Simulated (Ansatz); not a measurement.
# NbTe2 monolayer (2H): from the cell to its phonons, part 3 of 3

Wanted: phonon frequencies of NbTe2 monolayer (2H) and what follows from them.

Ansatz 0.2.0; DFT PBEsol, scalar-relativistic, plane waves, PAW; PAW set soft_1.

So far. Step 3 (Relaxing to small forces for the phonons): The largest force component left is 0.21 meV/Å, within the tolerances set. Step 4 (Zone-centre response): Before it was imposed, the acoustic sum rule was missed by 9.7e-5 eV/Å². Small misses are needed for a sound result but don't prove that mesh and cutoff are converged. The lowest optical mode is real, 92.7 cm⁻¹.

## 5. Phonons on a q mesh

Stability and thermal properties need the whole zone. Linear response on a 4×4×1 q mesh gives force constants as far as a supercell of that size would.

The input, input.yaml:

```yaml
crystal:
  lattice:
    - [3.61901281, 0.0, 0.0]
    - [-1.809506405, 3.1341570301, 0.0]
    - [0.0, 0.0, 31.0]
  atoms:
    - { symbol: Nb, position: [0.3333333333, 0.6666666667, 0.3225806452] }
    - { symbol: Te, position: [0.6666666667, 0.3333333333, 0.382017359] }
    - { symbol: Te, position: [0.6666666667, 0.3333333333, 0.2631439313] }
  periodic: [true, true, false]
kpoints:
  mp_grid: { grid: [20, 20, 1] }
hamiltonian:
  xc: pbesol
  pseudopotentials: { kind: paw, azcp: { folder: soft_1 }, xc_functional: pbe }
scf:
  occupations: { method: methfessel_paxton, width: 0.2 }
output:
  eigenvalues: true
phonons:
  method: dfpt
  qmesh: [4, 4, 1]
  temperatures: { t_max: 1000, t_step: 50 }
  qpath:
    path:
      - [0.0, 0.0, 0.0]
      - [0.5, 0.0, 0.0]
      - [0.33333333, 0.33333333, 0.0]
      - [0.0, 0.0, 0.0]
    npoints: 10
```

On the command line:

```
$ ansatz run input.yaml --threads 8 --pin off --max-ram 16384MiB --backend cpu --events-out ev --progress --plain --runs-dir out
```

Numbers of over 12 decimals in the logs are rounded to 6 here.

The log of the run:

```text
[...]
Crystal: 3 atoms, lattice volume = 351.619 Å³
Basis set: ecut = 420 eV, 6763 PW (Γ), exchange–correlation on 50×50×432 points (8 copies of the dense FFT grid, shifted against one another)
Bands: 27, of which v1, the nominal top of the filled ones, is band 23 counted from 1 (22 counted from 0)
Symmetry: 12 space group operations
k-points: 44 of 400 (irreducible under 6 space group operations, time reversal used)
[...]
SCF iter   1: F=—  HF=-18300.758742 eV  |F-HF|=—  |Δ(HF+E_count)|=         —  Δρ=2.36e-2  dr2=3.13e0  ethr=3.10e-3  ⟨swp⟩=14.8  Hψ=8874  notcnv=0
[...]
SCF iter  12: F=-18299.892428 eV  HF=-18299.892428 eV  |F-HF|=1.46e-10  |Δ(HF+E_count)|=  3.78e-10  S|Δr|=    0.00e0  Δρ=2.24e-8  dr2=2.95e-12  ethr=1.00e-12  ⟨swp⟩=16.4  Hψ=9865  notcnv=0
SCF 1 converged in 12 iterations: F = -18299.892428 eV  dr2 = 2.95e-12
[...]
phonons: the bands overlap, so this run is a metal and interpolates without the dipole-dipole term. If the crystal is really an insulator or semiconductor, its LO-TO splitting is missing
NSCF: frozen V_eff on 44 k-points
[...]
DFPT response loops at q = (0, 0, 0) (fractional): preconditioner auto → none (partly filled bands, converged f_vac=0.747); β = 0.50; Broyden in place of MSR1
[...]
SCF converged after 12 iterations
[...]
Free energy (F): -18299.892428 eV
[...]
Internal energy: -18299.879922 eV  (E = F + TS)
E sigma→0 (E₀):  -18299.889301 eV
Entropy (-TS):   -0.012506 eV (-4.169 meV/atom)
Fermi energy:    -5.056781 eV
[...]
--- Band table (eV; the first three rows and the last of 44) ---
  k-point 0: bands = [... 19 lower, -6.2971, -5.3967, -5.3967, -4.9085, -1.8931, -1.8931, -1.6295, -1.6295]
  k-point 1: bands = [... 19 lower, -6.2702, -5.4525, -5.4066, -4.9115, -2.0171, -1.8453, -1.8336, -1.6934]
  k-point 2: bands = [... 19 lower, -6.1919, -5.6047, -5.4647, -4.9300, -2.2699, -2.2512, -1.8646, -1.7185]
  k-point 43: bands = [... 19 lower, -7.7339, -7.6590, -6.4770, -4.5694, -3.2321, -2.5269, -1.9160, -0.5329]
--- Phonons (Γ-DFPT): 6 representative perturbations + reference (Σ response iterations 29) ---
  ASR residual: 1.218e-4 → 0.000e0 eV/Å²; symmetrization residual: 9.839e-6 eV/Å²
[...]
ASR residual per site (eV/Å²): 1.22e-4 3.63e-5 3.93e-5
  Γ frequencies (cm⁻¹): 0.00 0.00 0.00 92.67 92.67 155.31 204.11 204.11 254.56
--- Phonons (arbitrary-q DFPT): 4 irreducible q on the 4×4×1 mesh ---
  q = [0.0000, 0.0000, 0.0000] (star 1, of the zone-centre solve; hermiticity 1.21e-6, symmetrization 7.34e-12, taken by the last average 8.00e-7): -0.00 -0.00 0.00 92.67 92.67 155.31 204.11 204.11 254.56
  q = [0.0000, 0.2500, 0.0000] (star 6, 9 solved perturbations on 210 of 400 k-point pairs; hermiticity 9.08e-6, symmetrization 1.77e-9, taken by the last average 1.40e-6): -83.65 31.20 39.66 106.77 121.96 129.80 149.72 178.86 231.92
[...]
q = [0.2500, 0.2500, 0.0000] (star 6, 6 solved perturbations in 1830 linear systems a pass and spin channel, the states on 400 of 400 k-point pairs; hermiticity 8.31e-6, symmetrization 1.92e-9, taken by the last average 1.40e-6): -40.05 67.86 72.43 127.08 127.49 135.93 141.39 194.23 211.45
  sum rule: each row above includes the acoustic sum rule's correction from the zone centre's row sums; it moved no ω² by more than (0.60 cm⁻¹)²
  mesh force constants: q→R imaginary residual 2.83e-18; ASR residual 1.218e-4 → 0.000e0 eV/Å²; symmetrization residual 7.994e-15 eV/Å²
  interpolated dispersion: 31 rows × 9 modes
  density of states and harmonic sums: on the 20×20×1 q-mesh, interpolated from the force constants of a 4×4×1 supercell (no non-analytic term)
  largest difference from the sums on the solved wave vectors: F 1.02e-1 eV, S 1.26e-4 and C_V 2.49e-5 eV/K
  zero-point energy: 0.064591 eV/cell   skipped modes (ω ≤ 0): 39, of them read as no rigid motion or as one in doubt: 36 (8.325e-1 modes/cell left out, lowest -86.94 cm⁻¹)   left out of the sums: 9.33e-2 of the cell's modes: C_V's classical limit lies that fraction below 3 k_B per atom; for a crystal, a wire or a layer, F and S can be off by more, and a phonons.interpolated_qmesh denser along its periods is the remedy for the sampling
```

Elapsed: 12 min, on 8 threads of Arm Neoverse V2, shared host; peak memory 7.3 GiB.

Numbers from this step:

```yaml
sum_rule_residual_before_enforcement: 1.22e-4 eV/Å²
lowest_frequency_on_the_path: -86.94 cm⁻¹
highest_frequency_on_the_path_or_at_a_solved_wavevector: 254.6 cm⁻¹
lowest_mode_on_the_q_mesh_acoustic_modes_at_gamma_apart: -83.65 cm⁻¹
```

Frequencies (cm⁻¹) solved at each irreducible wavevector; negative means imaginary. Frequencies by wavevector, by row:

| q in reciprocal lattice units | star | mode 1 | mode 2 | mode 3 | mode 4 | mode 5 | mode 6 | mode 7 | mode 8 | mode 9 |
| --- | --- | --- | --- | --- | --- | --- | --- | --- | --- | --- |
| 0 0 0 | 1 | 0 | 0 | 0 | 92.7 | 92.7 | 155.3 | 204.1 | 204.1 | 254.6 |
| 0 0.25 0 | 6 | -83.7 | 31.2 | 39.7 | 106.8 | 122 | 129.8 | 149.7 | 178.9 | 231.9 |
| 0 -0.5 0 | 3 | -18.8 | 69.6 | 78.7 | 112.5 | 132.5 | 137.6 | 147.9 | 188.4 | 208.1 |
| 0.25 0.25 0 | 6 | -40 | 67.9 | 72.4 | 127.1 | 127.5 | 135.9 | 141.4 | 194.2 | 211.4 |

Interpolated from a 4×4×1 q mesh. Phonon branches along the path, in cm⁻¹:

| point | branch 1 | branch 2 | branch 3 | branch 4 | branch 5 | branch 6 | branch 7 | branch 8 | branch 9 |
| --- | --- | --- | --- | --- | --- | --- | --- | --- | --- |
| Γ | 0 | 0 | 0 | 93 | 93 | 155 | 204 | 204 | 255 |
| halfway | -84 | 31 | 40 | 107 | 122 | 130 | 150 | 179 | 232 |
| M | -19 | 70 | 79 | 112 | 132 | 138 | 148 | 188 | 208 |
| halfway | 25 | 75 | 78 | 126 | 130 | 135 | 144 | 194 | 211 |
| K | 45 | 83 | 90 | 129 | 135 | 137 | 141 | 177 | 229 |
| halfway | -82 | 23 | 46 | 114 | 126 | 127 | 138 | 188 | 224 |
| Γ | 0 | 0 | 0 | 93 | 93 | 155 | 204 | 204 | 255 |

The phonon branches as a text plot (rows in cm⁻¹):

```
    247 |*******                                         ********
    233 |       ****                    ***           ***
    219 |           ******          ****   ****     **
    205 |***              **********           *****         ****
    191 |   ****        ********   ***       **   ***********
    176 |     **********              *******
    162 |*      **                                       **     *
    148 | ****    **    **************  ***  *****    ***  *****
    134 |     *********************************************
    119 |       ****      **********           **********
    105 |   **************                            *******
     91 |*****                        *******              ******
     77 |               ***********************
     63 |             ************             *****
     48 |           ****                ***         **
     34 |       ******              ****   **     **  ***
     20 |   ******                **                *********
      6 |*****                  **                         ******
     -9 | **                   *                             ***
    -23 |   **              ***              **            **
    -37 |     **          **
    -51 |               **                     ***       **
    -66 |       **
    -80 |         ******                          *******
         Γ                   M           K                      Γ
```

Tetrahedra on a 20×20×1 mesh, mean over bins of 5 cm-1. Interpolated from a 4×4×1 q mesh. Phonon density of states against wavenumber; read off at these points:

wavenumber (cm⁻¹), phonon density of states (1/cm⁻¹/cell) and a bar:
```
      -88      0.005 #
      -78      0.018 ###
      -62      0.011 ##
      -52      0.009 ##
      -38      0.008 #
      -28      0.007 #
      -18      0.006 #
       -2      0.007 #
        8      0.008 ##
       18      0.017 ###
       32      0.023 #####
       42      0.021 ####
       58      0.024 #####
       68      0.045 #########
       78      0.053 ##########
       92      0.006 #
      102      0.023 ####
      112      0.059 ###########
      128      0.154 ##############################
      138      0.125 ########################
      152      0.010 ##
      162      0.005 #
      172      0.004 #
      188      0.059 ############
      198      0.043 ########
      208      0.047 #########
      222      0.022 ####
      232      0.011 ##
      248      0.009 ##
      258      0.000
```

The partial phonon density of states has structure finer than the step of the table below, so its rows give means over 10 cm⁻¹, whole bins alone (the curve runs from -96.2 to 272 cm⁻¹). Peaks (cm⁻¹: height): Nb -80.0: 0.0161, -47.5: 0.00803, 28.9: 0.0175, 75.3: 0.0142, 130.9: 0.0226, 188.8: 0.0280, 207.3: 0.0269; Te 75.3: 0.0325, 130.9: 0.129, 184.2: 0.0288.

Phonopy on the run's constants, 19x19x1 mesh, Gaussian sigma 2.6 cm-1. Interpolated from a 4×4×1 q mesh. Table of partial phonon density of states by wavenumber; means over each step; values in 1/cm⁻¹/cell:

| wavenumber (cm⁻¹) | Nb | Te |
| --- | --- | --- |
| -90 | 0.00371 | 0.00190 |
| -80 | 0.0133 | 0.00686 |
| -70 | 0.00766 | 0.00397 |
| -60 | 0.00622 | 0.00397 |
| -50 | 0.00614 | 0.00308 |
| -40 | 0.00447 | 0.00339 |
| -30 | 0.00357 | 0.00247 |
| -20 | 0.00570 | 0.00366 |
| -10 | 0.00397 | 0.00329 |
| 0 | 0.00158 | 0.00338 |
| 10 | 0.00198 | 0.00541 |
| 20 | 0.00810 | 0.0136 |
| 30 | 0.0145 | 0.0157 |
| 40 | 0.00951 | 0.0118 |
| 50 | 0.00774 | 0.0125 |
| 60 | 0.0102 | 0.0183 |
| 70 | 0.0134 | 0.0271 |
| 80 | 0.00998 | 0.0232 |
| 90 | 0.00120 | 0.00774 |
| 100 | 5.1e-5 | 0.0200 |
| 110 | 1.5e-4 | 0.0426 |
| 120 | 0.00201 | 0.0501 |
| 130 | 0.0169 | 0.115 |
| 140 | 0.00931 | 0.0943 |
| 150 | 0.00454 | 0.0235 |
| 160 | 0.00314 | 0.00263 |
| 170 | 0.00190 | 0.00133 |
| 180 | 0.0163 | 0.0186 |
| 190 | 0.0256 | 0.0224 |
| 200 | 0.0229 | 0.0127 |
| 210 | 0.0231 | 0.0104 |
| 220 | 0.0167 | 0.00643 |
| 230 | 0.0108 | 0.00389 |
| 240 | 0.00732 | 0.00268 |
| 250 | 0.00578 | 0.00211 |
| 260 | 6.6e-4 | 2.4e-4 |

Symmetry leaves 4 wavevectors to solve. The lowest mode among them, the acoustic zeros apart, lies at q = (0, 0.25, 0) and is imaginary, 83.7i cm⁻¹, so the energy falls along it. Between them the interpolated path dips to 87i cm⁻¹.

## 6. Another isotope

An isotope changes the mass and not the force constants, so no new electronic calculation is needed; the shifts show which modes move this element.

The same force constants with the mass of Te changed from 127.600 to 129.906 u (phonopy, no LO-TO term). Both lists are sorted by frequency; levels can cross, so a row need not hold one and the same mode. Modes under 3 cm⁻¹ are left out. Isotope shifts, by row:

| q | rank | natural mass (cm⁻¹) | changed mass (cm⁻¹) |
| --- | --- | --- | --- |
| 0 0 0 | 4 | 92.67 | 91.84 |
| 0 0 0 | 5 | 92.67 | 91.84 |
| 0 0 0 | 6 | 155.3 | 153.9 |
| 0 0 0 | 7 | 204.1 | 203.6 |
| 0 0 0 | 8 | 204.1 | 203.6 |
| 0 0 0 | 9 | 254.6 | 254 |
| 0 0.25 0 | 1 | -83.65 | -83.39 |
| 0 0.25 0 | 2 | 31.2 | 31.03 |
| 0 0.25 0 | 3 | 39.66 | 39.4 |
| 0 0.25 0 | 4 | 106.8 | 105.8 |
| 0 0.25 0 | 5 | 122 | 120.9 |
| 0 0.25 0 | 6 | 129.8 | 128.7 |
| 0 0.25 0 | 7 | 149.7 | 149.2 |
| 0 0.25 0 | 8 | 178.9 | 177.8 |
| 0 0.25 0 | 9 | 231.9 | 231.4 |
| 0 -0.5 0 | 1 | -18.75 | -18.66 |
| 0 -0.5 0 | 2 | 69.62 | 69.27 |
| 0 -0.5 0 | 3 | 78.71 | 78.22 |
| 0 -0.5 0 | 4 | 112.5 | 111.5 |
| 0 -0.5 0 | 5 | 132.5 | 132 |
| 0 -0.5 0 | 6 | 137.6 | 136.3 |
| 0 -0.5 0 | 7 | 147.9 | 146.6 |
| 0 -0.5 0 | 8 | 188.4 | 187.6 |
| 0 -0.5 0 | 9 | 208.1 | 207.5 |
| 0.25 0.25 0 | 1 | -40.05 | -39.98 |
| 0.25 0.25 0 | 2 | 67.86 | 67.46 |
| 0.25 0.25 0 | 3 | 72.43 | 71.97 |
| 0.25 0.25 0 | 4 | 127.1 | 126 |
| 0.25 0.25 0 | 5 | 127.5 | 126.5 |
| 0.25 0.25 0 | 6 | 135.9 | 134.7 |
| 0.25 0.25 0 | 7 | 141.4 | 140.2 |
| 0.25 0.25 0 | 8 | 194.2 | 193.7 |
| 0.25 0.25 0 | 9 | 211.4 | 210.8 |

A mode of this element alone would shift by -0.89 %. The highest zone-centre frequency without the field goes from 254.6 to 254.0 cm⁻¹ (-0.2 %). The product of the frequency ratios over all optical modes at Γ is 0.967; the product rule, (m/m′)^(3k/2) (M′/M)^(3/2) with k = 2 such atoms and M the mass of the cell, gives 0.967.

## 7. What came out

| Property | Result |
| --- | --- |
| space group after relaxation (within 0.01 Å) | P-6m2 |
| area per atom | 3.78 Å² |
| electronic character | no gap on this mesh |
| highest optical mode at the zone centre (no LO-TO term) | 255 cm⁻¹ |
| lowest optical zone-centre mode | 92.7 cm⁻¹ |
| lowest mode on the q mesh (acoustic modes at Γ apart) | -83.7 cm⁻¹ |
| highest frequency on the path or at a solved wavevector | 255 cm⁻¹ |
| imaginary modes on the 4×4×1 q mesh | yes |

What this shows: Modes are clearly imaginary (beyond 10i cm⁻¹) at 3 of the 4 irreducible wavevectors, most at q = (0, 0.25, 0) (83.7i cm⁻¹), so this structure is not a minimum of the energy. The optical modes at Γ span 93 to 255 cm⁻¹. The highest mode in this list at Γ, 254.6 cm⁻¹, is mostly motion of Nb (73 % of the kinetic energy). With no gap, or one that is small against the smearing, the frequencies hang on the k mesh and the smearing, most of all near Kohn anomalies. The phonon runs are without spin polarisation, although the cell has an odd electron count. In a sheet or slab the interpolated bending branch near Γ is rough, since the rotational sum rule isn't imposed. Spin-orbit coupling is left out, which can matter for the heavy elements here. The PAW files were made for PBE and serve the other functionals too. The starting cell was built on a prototype and not taken from a measurement. These are harmonic frequencies at zero temperature: anharmonic shifts, linewidths and thermal expansion are left out.

[Logs are printed without paths, hosts, clocks, repeated set-up lines and the standing remarks that a program may print on its own settings, such as how far it seeks lower states.]

[Hosts, paths, dates, database ids (printed as entryN), source tags and the programs' standing remarks are cut or masked in the printed files.]
